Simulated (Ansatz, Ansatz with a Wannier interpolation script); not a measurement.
## K3GaF6 (Fm-3m): quasiparticle bands by Wannier interpolation

G0W0 gives levels on a mesh alone; what do the bands of K3GaF6 (Fm-3m) look like between the points?

Calculated with Ansatz 0.2.0; LDA, Wannier functions and G0W0, plane waves, PAW.

## Step 1: The starting structure

Symmetry: Fm-3m, No. 225, cubic system. Conventional cell: a = 8.665 Å, b = 8.665 Å, c = 8.665 Å, α = 90.00°, β = 90.00°, γ = 90.00°. Nearest to K lie 12 F at 3.08 Å. Nearest to K lie 6 F at 2.45 Å. Nearest to Ga lie 6 F at 1.88 Å. Nearest to F lie 1 Ga at 1.88 Å and 5 K at 2.45 to 3.08 Å. Farther neighbours and most contacts between anions are not listed.

Geometry: measured cell, ions relaxed with LDA. The runs that relaxed it are not among those shown. The default PAW set here is soft_2. Its files were made with PBE.

## Step 2: LDA bands

Levels along a band path, at the cheap level, show where the edges lie and whether the meshes to come will hold them.

This step: DFT, LDA, plane waves, PAW.

The input, input.yaml:

```yaml
crystal:
  lattice:
    - [0.0, 4.33245, 4.33245]
    - [4.33245, 0.0, 4.33245]
    - [4.33245, 4.33245, 0.0]
  atoms:
    - { symbol: K, position: [0.25, 0.25, 0.25] }
    - { symbol: K, position: [0.75, 0.75, 0.75] }
    - { symbol: K, position: [0.0, 0.0, 0.0] }
    - { symbol: Ga, position: [0.5, 0.5, 0.5] }
    - { symbol: F, position: [0.7175099285, 0.2824900715, 0.2824900715] }
    - { symbol: F, position: [0.2824900715, 0.7175099285, 0.2824900715] }
    - { symbol: F, position: [0.2824900715, 0.7175099285, 0.7175099285] }
    - { symbol: F, position: [0.7175099285, 0.2824900715, 0.7175099285] }
    - { symbol: F, position: [0.2824900715, 0.2824900715, 0.7175099285] }
    - { symbol: F, position: [0.7175099285, 0.7175099285, 0.2824900715] }
kpoints:
  mp_grid: { grid: [4, 4, 4] }
  band_path:
    path:
      - [[0.0, 0.0, 0.0], [0.5, 0.0, 0.5], [0.625, 0.25, 0.625]]
      - [[0.375, 0.375, 0.75], [0.0, 0.0, 0.0], [0.5, 0.5, 0.5], [0.5, 0.25, 0.75], [0.5, 0.0, 0.5]]
    npoints: 10
hamiltonian:
  xc: lda
scf:
  occupations: { method: fermi_dirac, width: 0.02 }
  n_extra_bands: 86
output:
  eigenvalues: true
  fatbands: true
  write_density: true
  write_potential: true
  elf: true
  volumetric_format: npy
```

Command:

```
ansatz run input.yaml --threads 4 --pin off --max-ram 18432MiB --backend cpu --events-out ev --progress --plain --runs-dir out
```

Numbers of over 12 decimals in the logs are rounded to 6 here.

Log:

```text
scf.n_extra_bands = 86 over 41 filled bands (N_el = 82.0): the run solves 127 bands
Engine: ansatz 0.2.0, aarch64-unknown-linux-gnu
Pseudopotentials: kind: paw
Pseudopotential: K, paw, valence charge 9, recommended cutoff 420 eV (normal), K.paw.azcp
Pseudopotential: Ga, paw, valence charge 13, recommended cutoff 420 eV (normal), Ga.paw.azcp
Pseudopotential: F, paw, valence charge 7, recommended cutoff 420 eV (normal), F.paw.azcp
Functional definition: SPW92
  exchange = slater_x
  correlation = pw_c
Crystal: 10 atoms, lattice volume = 162.641 Å³
Basis set: ecut = 420 eV, 3143 PW (Γ)
Bands: 127, of which v1, the nominal top of the filled ones, is band 41 counted from 1 (40 counted from 0)
Symmetry: 48 space group operations
Space group: Fm-3m (ITA 225), of the structure as read, at distance tolerance 5.5e-5 Å
k-points: 8 of 64
Non-local potential: K, projectors of the file, l = 0: 3, l = 1: 2, l = 2: 2
Non-local potential: Ga, projectors of the file, l = 0: 2, l = 1: 2, l = 2: 3, l = 3: 1
Non-local potential: F, projectors of the file, l = 0: 2, l = 1: 2, l = 2: 1
PAW form: soft (Blöchl's): semilocal exchange-correlation on the pseudo side does not see the compensation charge
PAW frozen core: K, regenerated for the run's functional, and the local potential with it (the file was generated under x = pbe(κ = 0.804, μ = 0.219515), c = pbe(β = 0.066725))
PAW frozen core: Ga, regenerated for the run's functional, and the local potential with it (the file was generated under x = pbe(κ = 0.804, μ = 0.219515), c = pbe(β = 0.066725))
PAW frozen core: F, regenerated for the run's functional, and the local potential with it (the file was generated under x = pbe(κ = 0.804, μ = 0.219515), c = pbe(β = 0.066725))
PAW one-centre angular grid: K, 110 points (default); XC on 64 Gauss nodes
PAW one-centre angular grid: Ga, 590 points (default); XC on 64 Gauss nodes
PAW one-centre angular grid: F, 110 points (default); XC on 64 Gauss nodes
Initial density: superposition of atomic densities (neutral atoms: chi_scale 0, normalization atom), corrected by the library's trained network
Initial wavefunctions: pseudopotential atomic-orbital guess
Functional: x = slater, c = lda
SCF iter   1: F=—  HF=-12969.828127 eV  |F-HF|=—  |Δ(HF+E_count)|=         —  Δρ=1.71e-2  dr2=3.38e-1  ethr=1.77e-3  ⟨swp⟩=6.1  Hψ=5352  notcnv=0  defer=353
preconditioner: auto → Resta (q_TF=auto, 2.434 Å⁻¹)  ε∞=1.7  [insulator: Δε(μ)=5.593 eV  Ē_g=31.246 eV  σ=0.020 eV  W_gap=1.00  n_scr=50 (ndim 8)  ℏωp=26.4 eV  f_vac=0.141  D(μ)=0.00/eV (n_scr^D=0)  ε∞_Penn≈1.7]
SCF iter   2: F=—  HF=-12969.735487 eV  |F-HF|=—  |Δ(HF+E_count)|=   9.26e-2  Δρ=6.55e-3  dr2=2.58e-2  ethr=4.12e-4  ⟨swp⟩=2.1  Hψ=1331  notcnv=0  defer=638
SCF iter   3: F=—  HF=-12969.727104 eV  |F-HF|=—  |Δ(HF+E_count)|=   8.38e-3  Δρ=1.95e-3  dr2=3.06e-3  ethr=3.15e-5  ⟨swp⟩=2.0  Hψ=706  notcnv=0  defer=647
SCF iter   4: F=—  HF=-12969.726186 eV  |F-HF|=—  |Δ(HF+E_count)|=   9.18e-4  Δρ=4.15e-4  dr2=1.41e-4  ethr=3.73e-6  ⟨swp⟩=2.8  Hψ=659  notcnv=0  defer=647
SCF iter   5: F=—  HF=-12969.726089 eV  |F-HF|=—  |Δ(HF+E_count)|=   9.63e-5  Δρ=7.95e-5  dr2=5.68e-6  ethr=1.72e-7  ⟨swp⟩=2.0  Hψ=593  notcnv=0  defer=647
SCF iter   6: F=—  HF=-12969.726226 eV  |F-HF|=—  |Δ(HF+E_count)|=   1.37e-4  Δρ=2.27e-5  dr2=4.13e-7  ethr=6.93e-9  ⟨swp⟩=2.5  Hψ=571  notcnv=0  defer=647
SCF iter   7: F=-12969.726226 eV  HF=-12969.726226 eV  |F-HF|=2.24e-10  |Δ(HF+E_count)|=   4.23e-7  Δρ=2.17e-6  dr2=5.15e-9  ethr=1.22e-10  ⟨swp⟩=11.4  Hψ=6971  notcnv=0
SCF 1 converged in 7 iterations: F = -12969.726226 eV  dr2 = 5.15e-9
[...]
NSCF: frozen V_eff on 62 k-points
SCF converged after 7 iterations
Free energy (F): -12969.726226 eV
Harris-Foulkes:  -12969.726226 eV  (|F-HF|=2.24e-10)
Internal energy: -12969.726226 eV  (E = F + TS)
E sigma→0 (E₀):  -12969.726226 eV
Fermi energy:    4.066414 eV
--- Per-component energies (eV) ---
  E_band       = -610.487403
  E_kinetic    = 2110.109010
  E_local      = -8103.603321  (includes V_loc(G=0)·N_el)
  E_nonlocal   = 938.555052
  E_hartree    = 3263.957643
  E_xc         = -934.475112
  E_vxc        = -1153.946330  (∫ρ·V_xc dr)
  E_paw        = -5278.783548  (= ΣΔE_a)
  E_vpaw       = -929.526855  (= ΣTr[D̂ρ^β])
  E_aug_tail   = 0.012275  (compensation charges beyond the density's cutoff)
  E_ewald      = -4968.678716
  E_core_change = 3.180490  (= ΣΔE_core)
  E_smearing   = -0.000000  (= −TS)
  E_closure    = 0.000000  (closes the sum)
  Σ components = -12969.726226   (vs F -12969.726226, Δ=0.00e0)
--- Band table (eV; the first three rows and the last of 8) ---
  k-point 0: bands = [... 37 lower, 0.6295, 1.1091, 1.1091, 1.1091, 6.9740, 10.3502, 10.3502, 10.9371, ... 82 higher]
  k-point 1: bands = [... 37 lower, 0.7337, 1.0428, 1.0428, 1.0649, 7.6190, 10.4954, 10.6420, 10.6420, ... 82 higher]
  k-point 2: bands = [... 37 lower, 0.8004, 0.9879, 0.9879, 1.0123, 8.8519, 9.3376, 11.2193, 11.2193, ... 82 higher]
  k-point 7: bands = [... 37 lower, 0.7222, 0.7990, 0.9816, 0.9816, 9.3352, 9.9982, 9.9982, 10.5300, ... 82 higher]
```

Run time: 21 s. Hardware: 4 threads of Arm Neoverse V1, shared host; peak memory 1 GiB.

Numbers from this step:

- filled bands: 41
- gap: 5.865 eV
- valence top at: Γ
- conduction bottom at: Γ
- least direct gap: 5.865 eV

The gap is direct, at Γ.

Valence density in the ac plane of the conventional cell at fractional y = 0.000, with atoms of K and Ga and F within 0.2 Å of it. It is the smooth field of the valence electrons, not physical close to the nuclei.

Values in e/Å³, 13 rows by 16 columns, each cell a mean:
```
 3  1  0  1  5  3  1  6 10  1  1  5  2  0  1  3
 0  0  0  0  0  0  0  1  1  0  0  0  0  0  0  0
 1  0  0  0  0  0  0  6  8  1  0  0  0  0  0  1
 9  1  0  0  0  0  0  2  3  1  0  0  0  0  1  6
 2  0  0  0  0  0  0  0  0  0  0  0  0  0  0  2
 4  1  1  3  1  0  0  2  2  1  0  1  3  1  0  2
23  1  2 10  4  0  1  3  4  2  0  2 10  4  1 13
 1  0  0  1  1  0  0  1  1  0  0  0  1  1  0  1
 4  1  0  0  0  0  0  0  0  0  0  0  0  0  0  3
 8  1  0  0  0  0  0  4  6  1  0  0  0  0  0  5
 1  0  0  0  0  0  0  4  6  1  0  0  0  0  0  0
 1  0  0  0  1  0  0  1  1  0  0  1  0  0  0  1
 4  1  0  2  8  4  1 10 18  1  2  8  3  0  1  3
```
Columns run along a (8.7 Å), rows up along c (8.7 Å), edges of the conventional cell, whose origin can differ from the input's. Atoms in or near the plane, at fractional coordinates: K at (0.00, 0.00), K at (0.50, 0.50), Ga at (0.50, 0.00), Ga at (0.00, 0.50), F at (0.28, 0.00), F at (0.78, 0.50), F at (0.72, 0.00), F at (0.22, 0.50), F at (0.00, 0.28), F at (0.50, 0.78), F at (0.50, 0.22), F at (0.00, 0.72).

Electrostatic potential energy in the ac plane of the conventional cell at fractional y = 0.000, with atoms of K and Ga and F within 0.2 Å of it. With pseudopotentials it is smooth inside the atoms' cores, unlike the true potential.

Values in eV, 13 rows by 16 columns, each cell a mean:
```
-34 -11   6  -1 -26 -14  -4 -17 -17 -10  -6 -27 -10   7  -3 -29
  1   5   8   9   9   9   6  -4  -8   4   8   9   9   8   6   2
 -5   7   9   9   9   9   6 -30 -37  -2   9   9   9   9   9  -1
-38  -3   9   9   8   9   8 -10 -16   5   9   9   9   9   6 -31
-14   5   9   9   9   9   7   5   5   7   8   9   9   9   7  -8
-16  -6   0 -14  -2   8   0 -21 -25  -6   6   4 -14  -5  -1 -14
-15 -13 -16 -40 -23   6  -7 -37 -41 -17   5 -10 -39 -27  -8 -17
-12  -2   5  -3   5   8   3 -12 -15  -1   7   7  -3   3   2 -10
-23   3   9   9   9   9   8   7   6   8   9   9   9   9   7 -16
-35  -1   9   9   8   9   8 -20 -27   2   9   9   8   9   7 -28
  3   8   9   9   9   9   7 -25 -32   0   9   9   9   9   9   5
 -6   3   8   9   6   7   5  -5  -8   2   7   6   8   8   5  -4
-39 -15   5  -6 -35 -22  -7 -17 -16 -12 -12 -36 -18   7  -5 -35
```
Columns run along a (8.7 Å; values clipped at the 3rd and 97th percentile), rows up along c (8.7 Å), edges of the conventional cell, whose origin can differ from the input's. Atoms in or near the plane, at fractional coordinates: K at (0.00, 0.00), K at (0.50, 0.50), Ga at (0.50, 0.00), Ga at (0.00, 0.50), F at (0.28, 0.00), F at (0.78, 0.50), F at (0.72, 0.00), F at (0.22, 0.50), F at (0.00, 0.28), F at (0.50, 0.78), F at (0.50, 0.22), F at (0.00, 0.72).

## Step 3: Wannier functions (F:2p Ga:4s Ga:4p K:4s) on 8×8×8

Localised functions give a small Hamiltonian that interpolates between mesh points at no cost.

This step: maximally localised Wannier functions, LDA, plane waves, PAW.

input.yaml, the sections that differ from step 2:

```yaml
kpoints:
  mp_grid: { grid: [4, 4, 4] }
scf:
  occupations: { method: fixed }
  n_extra_bands: 86
output:
  wannier:
    kmesh: [8, 8, 8]
    projections:
      - { species: F, l: p, shell: 2 }
      - { species: Ga, l: s, shell: 4 }
      - { species: Ga, l: p, shell: 4 }
      - { species: K, l: s, shell: 4 }
    minimise: true
    write_hr: true
    seedname: w
    conv_tol: 1.0e-07
    max_iter: 4000
    disentanglement:
      window: [-1.74, 27.02]
      frozen_window: [-1.74, 9.97]
      conv_tol: 1.0e-08
# crystal, hamiltonian: as in step 2
```

Log:

```text
[...]
Crystal: 10 atoms, lattice volume = 162.641 Å³
Basis set: ecut = 420 eV, 3143 PW (Γ)
Bands: 127, of which v1, the nominal top of the filled ones, is band 41 counted from 1 (40 counted from 0)
Symmetry: 48 space group operations
[...]
k-points: 8 of 64
[...]
SCF iter   1: F=—  HF=-12969.828149 eV  |F-HF|=—  |Δ(HF+E_count)|=         —  Δρ=1.72e-2  dr2=3.41e-1  ethr=1.77e-3  ⟨swp⟩=4.6  Hψ=3725  notcnv=0  defer=659
[...]
SCF iter   7: F=-12969.726226 eV  HF=-12969.726226 eV  |F-HF|=2.02e-10  |Δ(HF+E_count)|=   3.92e-7  Δρ=2.32e-6  dr2=6.00e-9  ethr=1.22e-10  ⟨swp⟩=13.6  Hψ=8342  notcnv=0
SCF 1 converged in 7 iterations: F = -12969.726226 eV  dr2 = 6.00e-9
[...]
NSCF: frozen V_eff on 32 k-points
the Wannier pass solved 32 of the 512 points of its mesh, and has the states at the others by symmetry: states obtained by the crystal's operations at points that were solved too leave a residual of 5.64e-13 eV (read by the count's bands and the next), within 5.56e-6 eV
SCF converged after 7 iterations
Free energy (F): -12969.726226 eV
[...]
Internal energy: -12969.726226 eV  (E = F + TS)
E sigma→0 (E₀):  -12969.726226 eV
Fermi energy:    1.109172 eV
[...]
--- Band table (eV; the first three rows and the last of 8) ---
  k-point 0: bands = [... 37 lower, 0.6295, 1.1092, 1.1092, 1.1092, 6.9740, 10.3502, 10.3502, 10.9371, ... 82 higher]
  k-point 1: bands = [... 37 lower, 0.7337, 1.0429, 1.0429, 1.0649, 7.6190, 10.4954, 10.6420, 10.6420, ... 82 higher]
  k-point 2: bands = [... 37 lower, 0.8004, 0.9879, 0.9879, 1.0123, 8.8519, 9.3376, 11.2193, 11.2193, ... 82 higher]
  k-point 7: bands = [... 37 lower, 0.7222, 0.7990, 0.9816, 0.9816, 9.3352, 9.9983, 9.9983, 10.5300, ... 82 higher]
Wannier search: line search 1 of at most 4000: gauge-dependent spread (as the search counts it) 102.0998692 Å², largest recent change 6.9e0 Å² and fall left 4.0e0 Å² against conv_tol 1.0e-7 Å², 0 stops escaped
```

The job ended after 3.3 min (4 threads; peak memory 4.2 GiB; 12 min of CPU time).

Numbers from this step:

| Property | Result |
| --- | --- |
| gauge-invariant spread | 36.61 Å² |
| diagonal spread | 0.02148 Å² |
| off-diagonal spread | 2.998 Å² |
| total spread | 39.63 Å² |
| least projectability | 3.81e-13 |
| localisation steps | 41 |
| disentanglement steps | 259 |
| r.m.s. interpolation error | 0.001225 eV |
| r.m.s. error near the gap | 0.001335 eV |

Near the gap the model misses directly solved bands by 1.3 meV r.m.s. and by 15 meV at most in the window tested. This tests the starting bands, not the corrections carried with them.

Wannier functions, by row:

```tsv
function	x (Å)	y (Å)	z (Å)	spread (Å²)	nearest atom	distance (Å)
1	2.538	4.329	4.416	1.112	F5	0.123
2	2.538	4.329	4.249	1.112	F5	0.123
3	2.457	4.34	4.332	0.639	F5	0.012
4	4.329	2.538	4.416	1.112	F6	0.123
5	4.34	2.457	4.332	0.639	F6	0.012
6	4.329	2.538	4.249	1.112	F6	0.123
7	6.127	4.336	4.416	1.112	F7	0.123
8	6.127	4.336	4.249	1.112	F7	0.123
9	6.208	4.325	4.332	0.639	F7	0.012
10	4.336	6.127	4.416	1.112	F8	0.123
11	4.325	6.208	4.332	0.639	F8	0.012
12	4.336	6.127	4.249	1.112	F8	0.123
13	4.332	4.332	2.85	1.866	F9	0.402
14	4.332	4.332	2.448	0.614	F9	0
15	4.332	4.332	2.448	0.614	F9	0.001
16	4.332	4.332	5.815	1.866	F10	0.402
17	4.332	4.332	6.216	0.614	F10	0.001
18	4.332	4.332	6.217	0.614	F10	0
19	4.332	4.333	1.462	3.848	F9	0.985
20	4.332	4.333	7.203	3.848	F10	0.985
21	4.332	4.332	4.332	2.22	Ga4	0
22	4.332	4.332	4.332	2.166	Ga4	0
23	2.166	2.166	1.161	3.649	K1	1.005
24	6.499	6.499	7.504	3.649	K2	1.005
25	2.166	-2.166	0	2.617	K2	2.166
```

Frozen up to 8.86 eV; above it the model need not follow the bands. Electronic bands along the path, in eV, zero at the valence-band top:

```tsv
point	band 38	band 39	band 40	band 41	band 42	band 43	band 44	band 45
Γ	-0.48	0.00	0.00	0.00	5.86	10.07	11.41	12.48
halfway	-0.43	-0.13	-0.13	-0.01	6.69	9.46	11.60	11.88
X	-0.55	-0.31	-0.31	-0.01	8.03	8.43	11.23	11.39
halfway	-0.49	-0.29	-0.29	-0.03	8.08	8.50	10.11	11.40
U	-0.39	-0.26	-0.23	-0.06	8.14	8.69	9.07	11.61
jump to K	-0.39	-0.26	-0.23	-0.06	8.14	8.69	9.02	10.25
halfway	-0.31	-0.10	-0.09	-0.06	6.79	9.54	10.95	11.13
Γ	-0.48	0.00	0.00	0.00	5.86	10.07	11.41	12.48
halfway	-0.38	-0.07	-0.07	-0.04	6.51	9.68	10.80	11.83
L	-0.31	-0.12	-0.12	-0.10	7.74	8.23	10.49	12.15
halfway	-0.33	-0.21	-0.13	-0.12	7.93	8.49	9.75	11.06
W	-0.39	-0.31	-0.13	-0.13	8.23	8.89	8.90	9.89
halfway	-0.46	-0.31	-0.24	-0.04	8.12	8.56	10.08	10.35
X	-0.55	-0.31	-0.31	-0.01	8.03	8.43	11.23	11.39
```

The same for Kohn-Sham, solved directly:

```tsv
point	band 38	band 39	band 40	band 41	band 42	band 43	band 44	band 45
Γ	-0.48	0.00	0.00	0.00	5.86	9.24	9.24	9.83
X	-0.55	-0.31	-0.31	-0.01	8.03	8.43	9.33	9.66
U	-0.39	-0.26	-0.23	-0.06	8.14	8.69	8.98	9.62
K	-0.39	-0.26	-0.23	-0.06	8.14	8.69	8.98	9.62
Γ	-0.48	0.00	0.00	0.00	5.86	9.24	9.24	9.83
L	-0.31	-0.12	-0.12	-0.10	7.74	8.23	10.11	10.11
W	-0.39	-0.31	-0.13	-0.13	8.23	8.89	8.89	9.42
X	-0.55	-0.31	-0.31	-0.01	8.03	8.43	9.33	9.66
```

## Step 4: G0W0 at every point of the mesh: 4×4×4 mesh, 611 empty bands, screening to 140 eV

G0W0 replaces the xc potential by the self-energy, built once from these orbitals. Only a window of levels is corrected, while the sums run over the empty bands that the input names.

This step: G0W0 on LDA, plane waves, PAW.

input.yaml, the sections that differ from step 3:

```yaml
scf:
  occupations: { method: fixed }
gw:
  n_empty_bands: 611
  ecut_chi: 140.0
  qp_bands: [v17, c3]
  screening: { model: contour_deformation }
# crystal, kpoints, hamiltonian: as in step 3
# output: removed
```

Log:

```text
[...]
Crystal: 10 atoms, lattice volume = 162.641 Å³
Basis set: ecut = 420 eV, 3143 PW (Γ)
Bands: 51, of which v1, the nominal top of the filled ones, is band 41 counted from 1 (40 counted from 0)
Symmetry: 48 space group operations
[...]
k-points: 8 of 64
[...]
SCF iter   1: F=—  HF=-12969.827714 eV  |F-HF|=—  |Δ(HF+E_count)|=         —  Δρ=1.72e-2  dr2=3.42e-1  ethr=1.77e-3  ⟨swp⟩=5.0  Hψ=1392  notcnv=0  defer=58
[...]
SCF iter   7: F=-12969.726226 eV  HF=-12969.726226 eV  |F-HF|=2.66e-9  |Δ(HF+E_count)|=   6.68e-7  Δρ=4.75e-6  dr2=5.42e-8  ethr=1.22e-10  ⟨swp⟩=10.9  Hψ=1981  notcnv=0
SCF 1 converged in 7 iterations: F = -12969.726226 eV  dr2 = 5.42e-8
[...]
G₀W₀ screening: q 1/8
[... further progress lines ...]
[...]
SCF converged after 7 iterations
Free energy (F): -12969.726226 eV
[...]
Internal energy: -12969.726226 eV  (E = F + TS)
E sigma→0 (E₀):  -12969.726226 eV
Fermi energy:    1.109207 eV
[...]
--- Band table (eV; the first three rows and the last of 8) ---
  k-point 0: bands = [... 37 lower, 0.6296, 1.1092, 1.1092, 1.1092, 6.9740, 10.3501, 10.3501, 10.9370, ... 6 higher]
  k-point 1: bands = [... 37 lower, 0.7338, 1.0429, 1.0429, 1.0650, 7.6190, 10.4954, 10.6419, 10.6419, ... 6 higher]
  k-point 2: bands = [... 37 lower, 0.8005, 0.9879, 0.9879, 1.0123, 8.8519, 9.3376, 11.2193, 11.2193, ... 6 higher]
  k-point 7: bands = [... 37 lower, 0.7223, 0.7990, 0.9817, 0.9817, 9.3353, 9.9982, 9.9982, 10.5300, ... 6 higher]
--- G₀W₀: contour deformation, 6 samples at zero and on the imaginary axis and 3 off it, 64 q-points, 611 empty bands' worth ---
  eigenvalues of the whole cell's RPA ε∞ on this k-mesh (on a slab, of 1 + 4πα/V) = 2.0074, 2.0074, 2.0074; static W/v taken at q = 0 is 0.498164
  bands read: the sum over 652 bands ends inside a degenerate multiplet in 1 slot, whose members it reads at an even weight; the widest, k=0: bands 652 to 654 (counted from 1) at 1/3 each
    ik  band        ε_KS         Σx   Σc(E_QP)       V_xc       Z   E_QP_lin       E_QP  E_QP is
     0    25     -1.1961   -29.5005     5.2537   -22.0255  0.7837    -3.4874    -3.4175  root
     0    26     -1.1961   -29.5005     5.2537   -22.0255  0.7837    -3.4874    -3.4175  root
     0    27     -1.1961   -29.5005     5.2537   -22.0255  0.7837    -3.4874    -3.4175  root
     0    28     -0.4125   -29.8419     5.5611   -21.9284  0.7843    -2.8421    -2.7650  root
     0    29     -0.4125   -29.8419     5.5611   -21.9284  0.7843    -2.8421    -2.7650  root
     0    30     -0.4125   -29.8419     5.5611   -21.9284  0.7843    -2.8421    -2.7650  root
     0    31      0.4908   -32.7056     5.2290   -25.3700  0.7957    -1.6633    -1.6158  root
     0    32      0.4908   -32.7056     5.2290   -25.3700  0.7957    -1.6633    -1.6158  root
     0    33      0.5307   -30.9292     5.6474   -23.0430  0.7853    -1.7707    -1.7081  root
     0    34      0.5307   -30.9292     5.6474   -23.0430  0.7853    -1.7707    -1.7081  root
     0    35      0.5307   -30.9292     5.6474   -23.0430  0.7853    -1.7707    -1.7081  root
     0    36      0.6296   -31.1013     5.4301   -23.5328  0.7888    -1.5619    -1.5088  root
     0    37      0.6296   -31.1013     5.4301   -23.5328  0.7888    -1.5619    -1.5088  root
     0    38      0.6296   -31.1013     5.4301   -23.5328  0.7888    -1.5619    -1.5088  root
[...]
7    40      0.9817   -31.4162     5.5869   -23.6416  0.7882    -1.2619    -1.2061  root
     7    41      0.9817   -31.4162     5.5869   -23.6416  0.7882    -1.2619    -1.2061  root
     7    42      9.3353   -12.3796    -3.5156   -18.3704  0.8564    11.8485    11.8104  root
     7    43      9.9982    -6.9162    -3.1049   -12.0376  0.8745    12.0402    12.0147  root
     7    44      9.9982    -6.9162    -3.1049   -12.0376  0.8745    12.0402    12.0147  root
```

The job ended after 14 min (4 threads; peak memory 3 GiB; 57 min of CPU time).

This step gave:

```
bands summed                                 : 652
RPA ε∞ on this mesh (eigenvalues)            : 2.007, 2.007, 2.007
plane waves in the screening matrix          : 609
q-points in the mesh                         : 64
G0W0 gap on the mesh                         : 9.802 eV
k of the valence top                         : 0, 0, 0
k of the conduction bottom                   : 0, 0, 0
starting gap on the mesh                     : 5.865 eV
Z at the valence top                         : 0.7878
Z at the conduction bottom                   : 0.8852
least direct G0W0 gap on the computed points : 9.802 eV
```

The gap on the mesh goes from 5.86 eV to 9.80 eV, a correction of +3.94 eV. Between the two edge states, bare exchange in place of the xc potential would open the gap by 12.71 eV, and correlation takes back 8.78 eV.

(Continued in part 2 of 2.)

[Paths, hosts, dates, memory and timing lines, banners, echoed tables and standing remarks are left out of the program output.]

[Logs are printed without paths, hosts, clocks, repeated set-up lines and the standing remarks that a program may print on its own settings, such as how far it seeks lower states.]

[Runs of the session that timed out or met a known fault of the program may be left out.]

[Hosts, paths, dates, database ids (printed as entryN), source tags and the programs' standing remarks are cut or masked in the printed files.]
